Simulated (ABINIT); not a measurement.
# A GW chain in ABINIT: MoS2 (P6_3/mmc), part 3 of 3

How does a plane-wave GW calculation on MoS2 (P6_3/mmc) run from the first input to the gap?

ABINIT 10.8.3; LDA and many-body steps on it, plane waves. Known limits of the many-body steps: not at the basis limit; no spin-orbit coupling; coarse k mesh.

So far. Step 3 (Bands along the symmetry lines): The gap is 0.817 eV, as in the run before at this level. Step 4 (Empty states on the mesh, 3×3×1 mesh, 383 bands): On this mesh the gap is 1.022 eV. The earlier step found 0.817 eV, so this mesh misses an edge.

The database entry behind the starting cell differs from later determinations by our own check (about 0.3 % long), so it need not match the best structure at ambient conditions.

## Step 5: Screening, 3×3×1 mesh, 349 bands, screening to 179.6 eV

The RPA dielectric matrix is built and inverted for each q.

This step: RPA screening on LDA, plane waves, norm-conserving pseudopotentials.

Contents of run.abi:

```
acell 3*1.0 Angstrom
rprim 
  3.169000000004 -0.000000000001 0.000000000000
  -1.584500000001 2.744434504597 0.000000000000
  0.000000000000 0.000000000000 12.324000000000
ntypat 2
znucl 42 16
natom 6
typat 1 1 2 2 2 2
xred 
  0.333333333333 0.666666666667 0.250000000000
  0.666666666667 0.333333333333 0.750000000000
  0.333333333333 0.666666666667 0.623000000000
  0.666666666667 0.333333333333 0.123000000000
  0.333333333333 0.666666666667 0.877000000000
  0.666666666667 0.333333333333 0.377000000000
pp_dirpath "pseudos"
pseudos "Mo.upf, S.upf"
ecut 36
ngkpt 3 3 1
nshiftk 1
shiftk 0 0 0
kptopt 1
chksymbreak 0
istwfk *1
occopt 1
irdwfk 1
optdriver 3
nband 349
ecuteps 6.6
inclvkb 2
awtr 1
symchi 1
indata_prefix "in"
outdata_prefix "out"
tmpdata_prefix "tmp"
```

Started as:

```sh
$ OMP_NUM_THREADS=1 mpirun -n 4 abinit run.abi > log
```

Numbers of over 12 decimals in the logs are rounded to 6 here.

Output:

```text
.Version 10.8.3 of ABINIT. v10.8.2 released Aug 2026.

 Symmetries : space group P6_3/m m c (#194); Bravais hP (primitive hexag.)
[... echo of the input left out ...]
== DATASET  1 ==================================================================
-   mpi_nproc: 4, omp_nthreads: 1 (-1 if OMP is not activated)

--- !DatasetInfo
iteration_state: {dtset: 1, }
dimensions: {natom: 6, nkpt: 3, mband: 349, nsppol: 1, nspinor: 1, nspden: 1, mpw: 7476, }
cutoff_energies: {ecut:  36.0, pawecutdg:  -1.0, }
electrons: {nelect:   5.20000000E+01, charge:   0.00000000E+00, occopt:   1.00000000E+00, tsmear:   1.00000000E-02, }

 SCREENING: Calculation of the susceptibility and dielectric matrices

 Based on a program developped by R.W. Godby, V. Olevano, G. Onida, and L. Reining.
 Incorporated in ABINIT by V. Olevano, G.-M. Rignanese, and M. Torrent.
.Using double precision arithmetic ; gwpc =  8

[... cell and pseudopotentials left out ...]
--------------------------------------------------------------------------------

 ==== K-mesh for the wavefunctions ====
 Number of points in the irreducible wedge :     3
[... list of points left out ...]
 Together with 24 symmetry operations and time-reversal symmetry
 yields     9 points in the full Brillouin Zone.

 ==== Q-mesh for the screening function ====
 Number of points in the irreducible wedge :     3
[... list of points left out ...]
 Together with 24 symmetry operations and time-reversal symmetry
 yields     9 points in the full Brillouin Zone.

 setmesh: FFT mesh size selected  =    20x   20x   90
          total number of points  =        36000

 vcoul_init : cutoff-mode = AUXILIARY_FUNCTION
 q-points for optical limit:   1
     1)      0.000010    0.000020    0.000030

- screening: taking advantage of time-reversal symmetry
- Maximum band index for partially occupied states nbvw = 26
- Remaining bands to be divided among processors   nbcw = 323
- Number of bands treated by each node ~80

 Number of electrons calculated from density =   52.0000; Expected =   52.0000
 average of density, n =  0.071892
 r_s =    1.4919
 omega_plasma =   25.8640 [eV]

 calculating chi0 at frequencies [eV] :
  1    0.000000E+00    0.000000E+00
  2    0.000000E+00    2.586399E+01

--------------------------------------------------------------------------------
  q-point number  1        q = ( 0.000000, 0.000000, 0.000000) [r.l.u.]
--------------------------------------------------------------------------------
[... chi0 elements left out ...]
 For q-point:  0.000010 0.000020 0.000030
  dielectric constant =  17.3789
  dielectric constant without local fields =  19.6911

  Average fulfillment of the sum rule on Im[epsilon] for q-point    1 :     87.36  [%]
[... wings left out ...]
  q-point number  2        q = ( 0.333333, 0.000000, 0.000000) [r.l.u.]
--------------------------------------------------------------------------------
[... chi0 elements left out ...]
  Average fulfillment of the sum rule on Im[epsilon] for q-point    2 :     86.12  [%]

 [... 1 further q-points ...]
```

Run time: 85 s. Hardware: 4 MPI ranks of Arm Neoverse V1, shared host; peak memory 1.4 GiB.

Numbers from this step:

```yaml
eps_infinity_with_local_fields_on_this_mesh_along_the_program_s_q_direction: 17.38
the_same_without_local_fields: 19.69
plasma_frequency: 25.86 eV
plane_waves_in_the_screening_matrix: 585
```

Local fields lower ε∞ by 12 %. On a Γ-centred mesh this coarse the value itself is usually too large, while a short band sum pulls it down.

## Step 6: Self-energy, 3×3×1 mesh, 349 bands, screening to 179.6 eV

The self-energy is evaluated for the states that the input lists, and the levels follow from it, in one-shot runs by the linearised quasiparticle equation.

This step: G0W0 on LDA, plane waves, norm-conserving pseudopotentials.

run.abi, as its differences from that of step 5:

```diff
@@ -27,8 +27,17 @@
 irdwfk 1
-optdriver 3
+optdriver 4
 nband 349
+gwcalctyp 0
+ecutsigx 36
+symsigma 1
+nkptgw 2
+kptgw 
+  0.0000000000 0.0000000000 0.0000000000
+  0.3333333333 0.3333333333 0.0000000000
+bdgw 
+  25 28
+  25 28
 ecuteps 6.6
-inclvkb 2
-awtr 1
-symchi 1
+irdscr 1
+ppmodel 1
 indata_prefix "in"
```

Output:

```text
.Version 10.8.3 of ABINIT. v10.8.2 released Aug 2026.

 Symmetries : space group P6_3/m m c (#194); Bravais hP (primitive hexag.)
[... echo of the input left out ...]
== DATASET  1 ==================================================================
-   mpi_nproc: 4, omp_nthreads: 1 (-1 if OMP is not activated)

--- !DatasetInfo
iteration_state: {dtset: 1, }
dimensions: {natom: 6, nkpt: 3, mband: 349, nsppol: 1, nspinor: 1, nspden: 1, mpw: 7476, }
cutoff_energies: {ecut:  36.0, pawecutdg:  -1.0, }
electrons: {nelect:   5.20000000E+01, charge:   0.00000000E+00, occopt:   1.00000000E+00, tsmear:   1.00000000E-02, }

 SIGMA: Calculation of the GW corrections

 Based on a program developped by R.W. Godby, V. Olevano, G. Onida, and L. Reining.
 Incorporated in ABINIT by V. Olevano, G.-M. Rignanese, and M. Torrent.
.Using double precision arithmetic ; gwpc =  8

[... cell and pseudopotentials left out ...]
--------------------------------------------------------------------------------

 ==== K-mesh for the wavefunctions ====
 Number of points in the irreducible wedge :     3
[... list of points left out ...]
 Together with 24 symmetry operations and time-reversal symmetry
 yields     9 points in the full Brillouin Zone.

 ==== Q-mesh for screening function ====
 Number of points in the irreducible wedge :     3
[... list of points left out ...]
 Together with 24 symmetry operations and time-reversal symmetry
 yields     9 points in the full Brillouin Zone.

 vcoul_init : cutoff-mode = AUXILIARY_FUNCTION
 q-points for optical limit:   1
     1)      0.000010    0.000020    0.000030
 setmesh: FFT mesh size selected  =    32x   32x  128
          total number of points  =       131072

 Number of electrons calculated from density =   52.0000; Expected =   52.0000
 average of density, n =  0.071892
 r_s =    1.4919
 omega_plasma =   25.8640 [eV]

 === KS Band Gaps ===
  >>>> For spin  1
   Minimum direct gap =   1.6485 [eV], located at k-point      :   0.3333  0.3333  0.0000
   Fundamental gap    =   1.0221 [eV], Top of valence bands at :   0.0000  0.0000  0.0000
                                       Bottom of conduction at :   0.3333  0.3333  0.0000
 SIGMA fundamental parameters:
 PLASMON POLE MODEL  1
 number of plane-waves for SigmaX                 7437
 number of plane-waves for SigmaC and W            585
 number of plane-waves for wavefunctions          7437
 number of bands                                   349
 number of independent spin polarizations            1
 number of spinorial components                      1
 number of k-points in IBZ                           3
 number of q-points in IBZ                           3
 number of symmetry operations                      24
 number of k-points in BZ                            9
 number of q-points in BZ                            9
 number of frequencies for dSigma/dE                 9
 frequency step for dSigma/dE [eV]                0.25
 number of omega for Sigma on real axis              0
 max omega for Sigma on real axis  [eV]           0.00
 zcut for avoiding poles [eV]                     0.10

 EPSILON^-1 parameters (SCR file):
 dimension of the eps^-1 matrix on file            585
 dimension of the eps^-1 matrix used               585
 number of plane-waves for wavefunctions          7437
 number of bands                                   349
 number of q-points in IBZ                           3
 number of frequencies                               2
 number of real frequencies                          1
 number of imag frequencies                          1

 matrix elements of self-energy operator (all in [eV])

 Perturbative Calculation

--- !SelfEnergy_ee
iteration_state: {dtset: 1, }
kpoint     : [   0.000,    0.000,    0.000, ]
spin       : 1
KS_gap     :    2.083
QP_gap     :    2.505
Delta_QP_KS:    0.422
data: !SigmaeeData |
     Band     E0 <VxcDFT>   SigX SigC(E0)      Z dSigC/dE  Sig(E)    E-E0       E
       25   7.109 -13.600 -16.564   2.102   0.772  -0.295 -14.266  -0.665   6.443
       26   8.269 -16.297 -17.344   0.799   0.768  -0.303 -16.487  -0.190   8.078
       27  10.352 -15.579 -10.913  -4.366   0.772  -0.296 -15.347   0.232  10.584
       28  10.352 -15.579 -10.913  -4.366   0.772  -0.296 -15.347   0.232  10.584

--- !SelfEnergy_ee
iteration_state: {dtset: 1, }
kpoint     : [   0.333,    0.333,    0.000, ]
spin       : 1
KS_gap     :    1.648
QP_gap     :    2.241
Delta_QP_KS:    0.593
data: !SigmaeeData |
     Band     E0 <VxcDFT>   SigX SigC(E0)      Z dSigC/dE  Sig(E)    E-E0       E
       25   7.468 -16.196 -17.423   1.090   0.771  -0.298 -16.301  -0.105   7.363
       26   7.642 -16.545 -17.750   1.067   0.769  -0.300 -16.651  -0.106   7.536
       27   9.291 -17.585 -12.654  -4.296   0.766  -0.305 -17.098   0.487   9.777
       28   9.291 -17.585 -12.654  -4.296   0.766  -0.305 -17.098   0.487   9.777

== END DATASET(S) ==============================================================
================================================================================

 -outvars: echo values of variables after computation  --------
           etotal      0.0000000000E+00
            nband         349
             nkpt           3
          spgroup         194
 [... the other variables as echoed above ...]

 Calculation completed.
```

Wall time 45 s (4 MPI ranks); peak memory 1.4 GiB.

Numbers from this step:

- G0W0 gap on the points computed: 1.699 eV
- starting gap on the mesh: 1.022 eV
- k of the valence top: 0, 0, 0
- k of the conduction bottom: 0.3333, 0.3333, 0
- Z at the valence top: 0.768
- Z at the conduction bottom: 0.766
- least direct G0W0 gap on the computed points: 2.241 eV

The gap on the mesh goes from 1.02 eV to 1.70 eV, a correction of +0.68 eV. The start differs from the 0.82 eV found before because the two sample other k points.

Limits: finite bands, cutoff and mesh; no spin-orbit coupling; coarse k mesh. v1 is the top filled band, c1 the lowest empty one. The levels before and after the correction (eV, zero at the valence-band top of each column):

```tsv
	conduction bottom	valence top
Kohn-Sham	1.02	0.00
G0W0	1.70	0.00
```

```tsv
	level	energy (eV)
Kohn-Sham	Γ v2	-1.160
Kohn-Sham	Γ v1	0.000
Kohn-Sham	Γ c1-c2	2.083
Kohn-Sham	(0.333 0.333 0) v2	-0.800
Kohn-Sham	(0.333 0.333 0) v1	-0.626
Kohn-Sham	(0.333 0.333 0) c1-c2	1.022
G0W0	Γ v2	-1.635
G0W0	Γ v1	0.000
G0W0	Γ c1-c2	2.506
G0W0	(0.333 0.333 0) v2	-0.715
G0W0	(0.333 0.333 0) v1	-0.542
G0W0	(0.333 0.333 0) c1-c2	1.699
```

## Step 7: Where the time went

Times are wall times on the hardware named with each run, good to a factor of about two.

```tsv
step	time	share	memory (GiB)
ground state	47 s	10 %	0.43
bands along the symmetry lines	97 s	20 %	0.63
empty states on the mesh	3.4 min	43 %	0.45
screening	85 s	18 %	1.4
self-energy	45 s	9 %	1.4
```

## Step 8: Summary of results

| Quantity | Value |
| --- | --- |
| LDA gap | 0.82 eV, indirect |
| G0W0 gap on the mesh | 1.70 eV |
| G0W0 gap over the zone (rigid shift) | 1.49 eV |
| GW settings | 3×3×1 mesh, 349 bands, screening to 179.6 eV, Godby-Needs plasmon pole |
| known limits | not at the basis limit; no spin-orbit coupling; coarse k mesh |

**Reading.** G0W0 moves the gap on the mesh from 1.02 eV to 1.70 eV (+0.68 eV), with Z of 0.77 and 0.77 at the edges. The mesh misses the band edges by 0.20 eV in all; a rigid shift gives 1.49 eV for the zone. Local fields lower the RPA ε∞ on this mesh from 19.69 to 17.38; a Γ-centred mesh this coarse tends to raise both, most where the direct gap is narrow, while a short band sum lowers them. Only 2 of the mesh's irreducible points were corrected, so a valley elsewhere could overtake. The dearest step here is «empty states on the mesh». Bands and cutoff are finite, so the gap is not at the basis limit. The miss can reach some tenths of an eV and take either sign; the mesh is an error of its own. In the G0W0 run levels were corrected at 2 k points alone, so a gap called «on the mesh» is the least over those, and an edge elsewhere would be missed. A denser mesh or path gives a starting gap of 0.82 eV: the GW mesh misses a band edge, so its gaps are not the fundamental one. The 3×3×1 mesh is coarse for this cell, which bears on the long-range parts of exchange and screening. The many-body steps are scalar-relativistic: spin-orbit coupling is not in them.

[Paths, hosts, dates, memory and timing lines, banners, echoed tables and standing remarks are left out of the program output.]

[Logs are printed without paths, hosts, clocks, repeated set-up lines and the standing remarks that a program may print on its own settings, such as how far it seeks lower states.]

[Runs of the session that timed out or met a known fault of the program may be left out.]

[Hosts, paths, dates, database ids (printed as entryN), source tags and the programs' standing remarks are cut or masked in the printed files.]

[G0W0 gaps are taken among the corrected bands and points alone; a level outside them can change the order at an edge.]

[Where Ansatz stands beside ABINIT at settings called matched, ABINIT's density can come from a denser mesh and the files from another edition; pairs whose starting gaps differed by over 0.03 eV were left out, so agreement reads better than it is.]
